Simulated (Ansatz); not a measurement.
# Bands, cutoff and cost in G0W0 for AgO (I4_1/a)

Wanted: a G0W0 gap for AgO (I4_1/a) that is converged in bands and cutoff, or an estimate of the limit.

Calculated with Ansatz 0.2.0; G0W0 on LDA, plane waves, PAW.

In doubt: one-shot GW on d or f shells is unsure (steps 2, 3), so the values of those runs are not to be relied on.

## Step 1: Set-up

Symmetry: I4_1/a, No. 88, tetragonal system. The conventional cell has a = 6.833 Å, b = 6.833 Å, c = 9.122 Å, α = 90.00°, β = 90.00°, γ = 90.00°. Nearest to Ag lie 4 O at 2.02 Å. Nearest to Ag lie 2 O at 2.17 Å. O has 3 Ag at 2.02 to 2.17 Å nearest. Farther neighbours and most contacts between anions are not listed.

The cell and positions come from the Crystallography Open Database and are kept as given unless a step says otherwise.

## Step 2: 716 empty bands, screening to 130 eV

G0W0 replaces the xc potential by the self-energy, built once from these orbitals. Only a window of levels is corrected, while the sums run over the empty bands that the input names. This step takes hard PAW files.

input.yaml reads:

```yaml
crystal:
  lattice:
    - [-3.4165, 3.4165, 4.561]
    - [3.4165, -3.4165, 4.561]
    - [3.4165, 3.4165, -4.561]
  atoms:
    - { symbol: Ag, position: [0.375, 0.125, 0.25] }
    - { symbol: Ag, position: [0.875, 0.125, 0.25] }
    - { symbol: Ag, position: [0.875, 0.125, 0.75] }
    - { symbol: Ag, position: [0.875, 0.625, 0.75] }
    - { symbol: Ag, position: [0.875, 0.625, 0.25] }
    - { symbol: Ag, position: [0.375, 0.625, 0.25] }
    - { symbol: Ag, position: [0.375, 0.625, 0.75] }
    - { symbol: Ag, position: [0.375, 0.125, 0.75] }
    - { symbol: O, position: [0.6008, 0.4176, 0.3428] }
    - { symbol: O, position: [0.1676, 0.3248, 0.3168] }
    - { symbol: O, position: [0.0748, 0.258, 0.6572] }
    - { symbol: O, position: [0.008, 0.8508, 0.6832] }
    - { symbol: O, position: [0.1492, 0.8324, 0.1572] }
    - { symbol: O, position: [0.5824, 0.9252, 0.1832] }
    - { symbol: O, position: [0.6752, 0.992, 0.8428] }
    - { symbol: O, position: [0.742, 0.3992, 0.8168] }
kpoints:
  mp_grid: { grid: [4, 4, 4] }
hamiltonian:
  xc: lda
  pseudopotentials: { kind: paw, source: ansatz }
scf:
  occupations: { method: fixed }
gw:
  n_empty_bands: 716
  ecut_chi: 130.0
  qp_bands: [v4, c4]
  qp_kpoints: band_edges
  screening: { model: contour_deformation }
```

On the command line:

```
$ ansatz run input.yaml --threads 16 --pin off --max-ram 82944MiB --backend cuda --events-out ev --progress --plain --runs-dir out --devices 1 --max-vram 78GiB
```

Numbers of over 12 decimals in the logs are rounded to 6 here.

Log:

```text
GPUs: using 1 of 1 available (devices: 1).
Engine: ansatz 0.2.0, aarch64-unknown-linux-gnu
Pseudopotentials: kind: paw
Pseudopotential: Ag, paw, valence charge 19, recommended cutoff 480 eV (normal), Ag.paw.azcp
Pseudopotential: O, paw, valence charge 6, recommended cutoff 930 eV (normal), O.paw.azcp
Functional definition: SPW92
  exchange = slater_x
  correlation = pw_c
[...]
Crystal: 16 atoms, lattice volume = 212.953 Å³
Basis set: ecut = 930 eV, 13703 PW (Γ)
Bands: 120, of which v1, the nominal top of the filled ones, is band 100 counted from 1 (99 counted from 0)
Symmetry: 8 space group operations
Space group: I41/a (ITA 88), of the structure as read, at distance tolerance 6.0e-5 Å
k-points: 14 of 64
Non-local potential: Ag, projectors of the file, l = 0: 3, l = 1: 2, l = 2: 2, l = 3: 2
Non-local potential: O, projectors of the file, l = 0: 2, l = 1: 2, l = 2: 1
PAW form: soft (Blöchl's): semilocal exchange-correlation on the pseudo side does not see the compensation charge
PAW frozen core: Ag, regenerated for the run's functional, and the local potential with it (the file was generated under x = pbe(κ = 0.804, μ = 0.219515), c = pbe(β = 0.066725))
PAW frozen core: O, regenerated for the run's functional, and the local potential with it (the file was generated under x = pbe(κ = 0.804, μ = 0.219515), c = pbe(β = 0.066725))
PAW one-centre angular grid: Ag, 590 points (default); XC on 64 Gauss nodes
PAW one-centre angular grid: O, 110 points (default); XC on 64 Gauss nodes
Initial density: superposition of atomic densities (chi_scale 0.1, normalization cell, long waves kept (reshape's long-wave potential 0.15 eV rms))
Initial wavefunctions: pseudopotential atomic-orbital guess
[...]
Functional: x = slater, c = lda
SCF iter   1: F=—  HF=-64190.545450 eV  |F-HF|=—  |Δ(HF+E_count)|=         —  Δρ=8.46e-2  dr2=1.59e1  ethr=3.10e-3  ⟨swp⟩=4.0  Hψ=5824  notcnv=0  defer=221
preconditioner: auto → Resta (q_TF=auto, 2.700 Å⁻¹)  ε∞=8.5  [insulator: Δε(μ)=0.797 eV  Ē_g=10.853 eV  n_scr=62 (ndim 8)  ℏωp=29.7 eV  f_vac=0.000  ε∞_Penn≈8.5]
SCF iter   2: F=—  HF=-64186.882338 eV  |F-HF|=—  |Δ(HF+E_count)|=    3.66e0  Δρ=2.70e-2  dr2=1.02e0  ethr=3.10e-3  ⟨swp⟩=2.6  Hψ=2905  notcnv=0  defer=240
SCF iter   3: F=—  HF=-64186.538424 eV  |F-HF|=—  |Δ(HF+E_count)|=   3.44e-1  Δρ=1.35e-2  dr2=5.71e-1  ethr=5.12e-4  ⟨swp⟩=3.0  Hψ=3368  notcnv=0  defer=245
SCF iter   4: F=—  HF=-64186.418030 eV  |F-HF|=—  |Δ(HF+E_count)|=   1.20e-1  Δρ=5.76e-3  dr2=6.25e-2  ethr=2.85e-4  ⟨swp⟩=2.0  Hψ=2073  notcnv=0  defer=247
SCF iter   5: F=—  HF=-64186.399532 eV  |F-HF|=—  |Δ(HF+E_count)|=   1.85e-2  Δρ=1.93e-3  dr2=1.19e-2  ethr=3.13e-5  ⟨swp⟩=2.2  Hψ=2738  notcnv=0  defer=249
SCF iter   6: F=—  HF=-64186.396498 eV  |F-HF|=—  |Δ(HF+E_count)|=   3.03e-3  Δρ=1.01e-3  dr2=3.00e-3  ethr=5.95e-6  ⟨swp⟩=2.0  Hψ=2321  notcnv=0  defer=250
[...]
SCF iter   8: F=—  HF=-64186.395587 eV  |F-HF|=—  |Δ(HF+E_count)|=   3.70e-5  Δρ=6.86e-5  dr2=1.58e-5  ethr=9.52e-8  ⟨swp⟩=2.0  Hψ=2232  notcnv=0  defer=218
SCF iter   9: F=—  HF=-64186.395584 eV  |F-HF|=—  |Δ(HF+E_count)|=   2.32e-6  Δρ=2.14e-5  dr2=1.05e-6  ethr=7.90e-9  ⟨swp⟩=2.1  Hψ=2121  notcnv=0  defer=218
SCF iter  10: F=-64186.395584 eV  HF=-64186.395584 eV  |F-HF|=1.23e-8  |Δ(HF+E_count)|=   1.52e-7  Δρ=4.17e-6  dr2=4.31e-8  ethr=5.00e-11  ⟨swp⟩=7.9  Hψ=7067  notcnv=0
SCF 1 converged in 10 iterations: F = -64186.395584 eV  dr2 = 4.31e-8
  greatest PAW one-centre occupation: 0.999 electrons in one spin orbital (limit 2), on the Ag atom at site 3 (counted from 0), in its partial waves of l = 0
[...]
NSCF: frozen V_eff on 14 k-points
the band table was solved once the SCF had ended and its energy, with any forces and stress, was formed, with the checks that follow a solve (5792 applications of the Hamiltonian). They found nothing against the state; the energy, forces and stress were not computed again (output.eigenvalues in the input reference)
[...]
NSCF: frozen V_eff on 14 k-points
G₀W₀ screening: q 1/14
[... further progress lines ...]
[...]
NSCF: frozen V_eff on 1 k-points
[...]
NSCF: frozen V_eff on 1 k-points
SCF converged after 10 iterations
Free energy (F): -64186.395584 eV
[...]
6   104     13.9236   -23.3912    -2.7112   -26.6315  0.6260    14.4693    14.4527  root
     7    97     11.9335   -29.3733     4.5334   -24.8652  0.6167    11.9588    11.9588  root
     7    98     12.1300   -28.9472     4.3904   -24.5968  0.6277    12.1699    12.1700  root
     7    99     12.2702   -29.9137     4.1907   -25.7408  0.6378    12.2881    12.2881  root
     7   100     12.3842   -29.7306     4.1994   -25.5456  0.6440    12.3985    12.3985  root
     7   101     12.9880   -24.0879    -1.3757   -25.9216  0.6668    13.4721    13.4459  root
     7   102     13.3106   -23.1535    -2.0516   -25.7092  0.6628    13.8329    13.8147  root
     7   103     13.5663   -24.1535    -2.0784   -26.7316  0.6427    14.0832    14.0660  root
     7   104     13.9069   -23.6642    -2.5959   -26.7801  0.6268    14.4429    14.4268  root
     8    97     11.9161   -28.8084     4.3820   -24.4745  0.6167    11.9639    11.9641  root
     8    98     11.9161   -28.8084     4.3820   -24.4745  0.6167    11.9639    11.9641  root
     8    99     12.1461   -30.2638     4.3014   -25.9679  0.6285    12.1515    12.1515  root
     8   100     12.1461   -30.2638     4.3014   -25.9679  0.6285    12.1515    12.1515  root
     8   101     13.2506   -24.4663    -1.6745   -26.6314  0.6537    13.7581    13.7412  root
     8   102     13.2506   -24.4663    -1.6745   -26.6314  0.6537    13.7581    13.7412  root
     8   103     13.6489   -23.4979    -2.3517   -26.3781  0.6444    14.1966    14.1775  root
     8   104     13.6489   -23.4979    -2.3517   -26.3781  0.6444    14.1966    14.1775  root
     9    97     12.1885   -28.0367     4.4240   -23.6472  0.6365    12.2229    12.2231  root
     9    98     12.3698   -29.3323     4.1214   -25.2411  0.6447    12.3999    12.4001  root
     9    99     12.3698   -29.3323     4.1214   -25.2411  0.6447    12.3999    12.4001  root
     9   100     12.5240   -29.3046     3.9047   -25.4192  0.6529    12.5432    12.5433  root
     9   101     12.9942   -25.1408    -0.7716   -26.3363  0.6612    13.4342    13.4180  root
     9   102     13.7456   -24.3478    -2.1482   -26.9574  0.6308    14.2360    14.2070  root ?
     9   103     13.7456   -24.3478    -2.1482   -26.9574  0.6308    14.2360    14.2070  root ?
     9   104     13.8798   -23.8936    -2.3781   -26.7661  0.6335    14.3882    14.3741  root
    10    97     11.8705   -29.2164     4.4163   -24.8032  0.6203    11.8735    11.8735  root
[...]
11   101     13.2874   -23.6046    -1.7231   -25.8061  0.6587    13.7836    13.7657  root ?
[...]
13    97     11.7612   -29.0648     4.2646   -24.8210  0.6183    11.7821    11.7821  root
    13    98     11.7612   -29.0648     4.2646   -24.8210  0.6183    11.7821    11.7821  root
    13    99     11.7758   -29.8501     4.2122   -25.6293  0.6217    11.7672    11.7672  root
    13   100     11.7758   -29.8501     4.2122   -25.6293  0.6217    11.7672    11.7672  root
    13   101     13.2081   -25.3953    -1.0915   -26.9283  0.6542    13.6656    13.6496  root
    13   102     13.2081   -25.3953    -1.0915   -26.9283  0.6542    13.6656    13.6496  root
    13   103     13.8600   -24.5940    -2.1264   -27.2007  0.6209    14.3512    14.3404  root
    13   104     13.8600   -24.5940    -2.1264   -27.2007  0.6209    14.3512    14.3404  root
```

The job ended after 91 s (1 × NVIDIA GB200 (shared by 2 runs) with 16 threads of Arm Neoverse V2, shared host; peak memory 6.3 GiB; 3.7 min of CPU time).

This step gave:

* bands summed: 816
* RPA ε∞ on this mesh (eigenvalues): 14.70, 14.70, 28.86
* plane waves in the screening matrix: 717
* q-points in the mesh: 64
* G0W0 gap on the mesh: 0.6522 eV
* k of the valence top: 0, 0, 0
* k of the conduction bottom: 0.25, -0.5, -0.5
* starting gap on the mesh: 0.2059 eV
* Z at the valence top: 0.6588
* Z at the conduction bottom: 0.6665
* least direct G0W0 gap on the computed points: 0.8747 eV

The gap on the mesh goes from 0.21 eV to 0.65 eV, a correction of +0.45 eV. Between the two edge states, bare exchange in place of the xc potential would open the gap by 5.61 eV, and correlation takes back 5.16 eV.

## Step 3: 1471 empty bands, screening to 210 eV

Bands and screening cutoff are moved together, since each hides the error of the other.

input.yaml, as its differences from that of step 2:

```diff
@@ -30,4 +30,4 @@
 gw:
-  n_empty_bands: 716
-  ecut_chi: 130.0
+  n_empty_bands: 1471
+  ecut_chi: 210.0
   qp_bands: [v4, c4]
```

Log:

```text
GPUs: using 1 of 1 available (devices: 1).
[...]
Crystal: 16 atoms, lattice volume = 212.953 Å³
Basis set: ecut = 930 eV, 13703 PW (Γ)
Bands: 120, of which v1, the nominal top of the filled ones, is band 100 counted from 1 (99 counted from 0)
[... 1 set-up line as in the run before ...]
[...]
k-points: 14 of 64
[...]
SCF iter   1: F=—  HF=-64190.545450 eV  |F-HF|=—  |Δ(HF+E_count)|=         —  Δρ=8.46e-2  dr2=1.59e1  ethr=3.10e-3  ⟨swp⟩=4.0  Hψ=5824  notcnv=0  defer=221
[...]
SCF iter   6: F=—  HF=-64186.396498 eV  |F-HF|=—  |Δ(HF+E_count)|=   3.03e-3  Δρ=1.01e-3  dr2=3.00e-3  ethr=5.95e-6  ⟨swp⟩=2.0  Hψ=2321  notcnv=0  defer=250
[...]
SCF iter   8: F=—  HF=-64186.395587 eV  |F-HF|=—  |Δ(HF+E_count)|=   3.70e-5  Δρ=6.86e-5  dr2=1.58e-5  ethr=9.52e-8  ⟨swp⟩=2.0  Hψ=2232  notcnv=0  defer=218
[...]
SCF iter  10: F=-64186.395584 eV  HF=-64186.395584 eV  |F-HF|=1.23e-8  |Δ(HF+E_count)|=   1.52e-7  Δρ=4.17e-6  dr2=4.31e-8  ethr=5.00e-11  ⟨swp⟩=7.9  Hψ=7067  notcnv=0
SCF 1 converged in 10 iterations: F = -64186.395584 eV  dr2 = 4.31e-8
[...]
NSCF: frozen V_eff on 14 k-points
[...]
G₀W₀ screening: q 1/14
[... further progress lines ...]
[...]
SCF converged after 10 iterations
Free energy (F): -64186.395584 eV
[...]
6   104     13.9236   -23.3912    -2.8964   -26.6315  0.6191    14.2775    14.2675  root
     7    97     11.9335   -29.3733     4.3743   -24.8652  0.6103    11.7979    11.7997  root
     7    98     12.1300   -28.9472     4.2187   -24.5968  0.6216    11.9965    11.9983  root
     7    99     12.2702   -29.9137     4.0276   -25.7408  0.6313    12.1230    12.1249  root
     7   100     12.3842   -29.7306     4.0281   -25.5456  0.6379    12.2248    12.2272  root
     7   101     12.9880   -24.0879    -1.5351   -25.9216  0.6608    13.2924    13.2867  root
     7   102     13.3106   -23.1535    -2.2205   -25.7092  0.6568    13.6549    13.6458  root
     7   103     13.5663   -24.1535    -2.2571   -26.7316  0.6363    13.8957    13.8873  root
[...]
13   101     13.2081   -25.3953    -1.2649   -26.9283  0.6478    13.4801    13.4761  root
    13   102     13.2081   -25.3953    -1.2649   -26.9283  0.6478    13.4801    13.4761  root
    13   103     13.8600   -24.5940    -2.3150   -27.2007  0.6143    14.1582    14.1517  root
    13   104     13.8600   -24.5940    -2.3150   -27.2007  0.6143    14.1582    14.1517  root
```

Run time: 4.4 min. Hardware: 1 × NVIDIA GB200 (shared by 2 runs) with 16 threads; peak memory 13 GiB; 11 min of CPU time.

This step gave:

| Property | Result |
| --- | --- |
| bands summed | 1571 |
| RPA ε∞ on this mesh (eigenvalues) | 14.51, 14.51, 28.56 |
| plane waves in the screening matrix | 1439 |
| q-points in the mesh | 64 |
| G0W0 gap on the mesh | 0.6704 eV |
| k of the valence top | 0, 0, 0 |
| k of the conduction bottom | 0.25, -0.5, -0.5 |
| starting gap on the mesh | 0.2059 eV |
| Z at the valence top | 0.6535 |
| Z at the conduction bottom | 0.6603 |
| least direct G0W0 gap on the computed points | 0.8763 eV |

Against the run with 4×4×4 mesh, 716 empty bands, screening to 130 eV, hard PAW files, the gap moves by +0.018 eV.

## Step 4: Convergence and cost

Times are wall times on 1 × NVIDIA GB200 (shared by 2 runs) with 16 threads of Arm Neoverse V2, shared host, good to a factor of about two.

```
 mesh     files            frequency  bands summed  cutoff (eV)  start (eV)  G0W0 (eV)     time  host memory (GiB)
4×4×4  hard PAW  contour deformation           816          130       0.206      0.652     91 s                6.3
4×4×4  hard PAW  contour deformation          1571          210       0.206      0.670  4.4 min                 13
```

The parts of the quasiparticle energy at the two band edges (eV; QP = start + Σx + Σc − Vxc):

```
       run               edge  start      Σx     Σc     Vxc     Z     QP
 816 bands        valence top  12.72  -30.19   4.30  -25.89  0.66  12.71
 816 bands  conduction bottom  12.92  -25.04  -0.86  -26.35  0.67  13.36
1571 bands        valence top  12.72  -30.19   4.11  -25.89  0.65  12.52
1571 bands  conduction bottom  12.92  -25.04  -1.03  -26.35  0.66  13.19
```

## Step 5: Summary of results

| Property | Result |
| --- | --- |
| 816 bands, 130 eV | 0.652 eV |
| 1571 bands, 210 eV | 0.670 eV |
| estimated limit in bands and cutoff | 0.69 eV |
| mesh and start | 4×4×4, LDA |

A line in one over the bands through the two rungs gives 0.69 eV, +0.02 eV from the top rung; with two points alone it is an unchecked estimate. The rungs stand 0.04 eV (816 bands) and 0.02 eV (1571 bands) from it. From 816 to 1571 bands the gap moves by +0.02 eV while the time grows 2.9-fold. Σc changes by −0.18 eV at the valence top and −0.17 eV at the conduction bottom, so the levels themselves move more than the gap between them. Gaps are over the mesh's points; an edge off the mesh would be missed. The 4×4×4 mesh is coarse for this cell (its supercell is 27 Å along the shortest edge). The RPA ε∞ on it, from the LDA start, is 14.51 and 28.56; such meshes misread the long-range screening, most where the gap is narrow. A d shell, filled or nearly so, lies near the gap. One-shot GW converges very slowly in bands there, not always from below, and on a semilocal start the gap tends to come out low; starts rich in exact exchange can overshoot instead. The many-body steps are scalar-relativistic: spin-orbit coupling is not in them.

[Paths, hosts, dates, memory and timing lines, banners, echoed tables and standing remarks are left out of the program output.]

[Logs are printed without paths, hosts, clocks, repeated set-up lines and the standing remarks that a program may print on its own settings, such as how far it seeks lower states.]

[Runs of the session that timed out or met a known fault of the program may be left out.]

[Cells called generated may have been cut or substituted from an entry of the Crystallography Open Database or the Materials Project.]

[Hosts, paths, dates, database ids (printed as entryN), source tags and the programs' standing remarks are cut or masked in the printed files.]
